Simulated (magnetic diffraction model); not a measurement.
# Solving a magnetic structure from powder neutron data: DyHf₂B₂

Space group Fddd (no. 70, origin choice 1), a = 6.2890 Å, b = 9.9160 Å, c = 11.0950 Å.

| site | atom | x | y | z |
| --- | --- | --- | --- | --- |
| 16g | Hf | 3/4 | 3/4 | 0.1152 |
| 8b | Dy | 3/4 | 1/4 | 1/4 |
| 16f | B | 3/4 | 0.9222 | 1/4 |

This is a made-up structure (elements placed in a structure type, unrelaxed), so the numbers test the method and describe no known phase.

Only Dy is taken to order (form factors of Dy3+); orders and moment sizes are assumed, and not adapted to the symmetry. Radiation: neutrons of λ = 4.2 Å (absorption by B and Dy left out), 3° to 100°; isotropic B of 0.23 Å² (Hf), 0.18 Å² (Dy) and 0.35 Å² (B). Simulated constant-wavelength pattern: nuclear and magnetic terms add, the magnetic one as |2.695 fm × Σ f S⊥ exp(2πi Q·r) exp(−B s²)|², summed over all Q at one angle with the factor 1/(sin²θ cos θ). For collinear order S is the moment m, which repeats by lattice and centring translations R with the sign exp(−2πi k·R). Free-ion form factors, Sears's scattering lengths of 1992, no absorption; a label names one of the reflections at its angle. The strongest nuclear line in the range is 100, and lines under 0.2 are left out.

Above the ordering temperature:

```csv
2θ (°),index,I
52.00,(1 1 1),1.0
69.23,(0 2 2),17.8
87.57,(1 1 3),100.0
95.85,(1 3 1),45.6
98.42,(0 0 4),11.9
```

Below it (cell unchanged):

```csv
2θ (°),I
44.49,27.8
50.12,26.2
52.00,58.9
69.23,17.8
83.80,15.2
87.57,120.7
95.85,65.9
98.42,11.9
```

**Question.** Find the propagation vector, then choose among these models:
A. collinear moments along [001], 6 μB on Dy; signs + at (3/4, 1/4, 1/4), + at (1/2, 0, 0)
B. collinear moments along [111], 6 μB on Dy; signs + at (3/4, 1/4, 1/4), + at (1/2, 0, 0)
C. collinear moments along [001], 6 μB on Dy; signs + at (3/4, 1/4, 1/4), − at (1/2, 0, 0)
D. collinear moments along [111], 6 μB on Dy; signs + at (3/4, 1/4, 1/4), − at (1/2, 0, 0)

No line moves, and magnetic intensity falls on nuclear lines such as the one at 52.00°; new lines at (0 0 2), (0 2 0) and (2 0 0) have whole indices that obey the lattice centring, at places with no nuclear intensity to speak of, so the magnetic cell equals the chemical primitive cell: k = 0.

Magnetic intensity, observed (below minus above) and for each model:

| 2θ (°) | index | observed | A | B | C | D |
| --- | --- | --- | --- | --- | --- | --- |
| 44.49 | (0 0 2) | 27.8 | <0.2 | <0.2 | <0.2 | 27.8 |
| 50.12 | (0 2 0) | 26.2 | <0.2 | <0.2 | 42.0 | 26.2 |
| 52.00 | (1 1 1) | 57.9 | 64.0 | 57.9 | 64.0 | 57.9 |
| 69.23 | (0 2 2) | <0.2 | 26.6 | 27.8 | <0.2 | <0.2 |
| 83.80 | (2 0 0) | 15.2 | <0.2 | <0.2 | 17.9 | 15.2 |
| 87.57 | (1 1 3) | 20.7 | 11.1 | 20.7 | 11.1 | 20.7 |
| 95.85 | (1 3 1) | 20.3 | 28.6 | 20.3 | 28.6 | 20.3 |
| 98.42 | (0 0 4) | <0.2 | <0.2 | 7.9 | <0.2 | <0.2 |

Model D matches.

The structure used: k = (0 0 0), collinear moments along [111], 6 μB on Dy; signs + at (3/4, 1/4, 1/4), − at (1/2, 0, 0).

[Logs are printed without paths, hosts, clocks, repeated set-up lines and the standing remarks that a program may print on its own settings, such as how far it seeks lower states.]
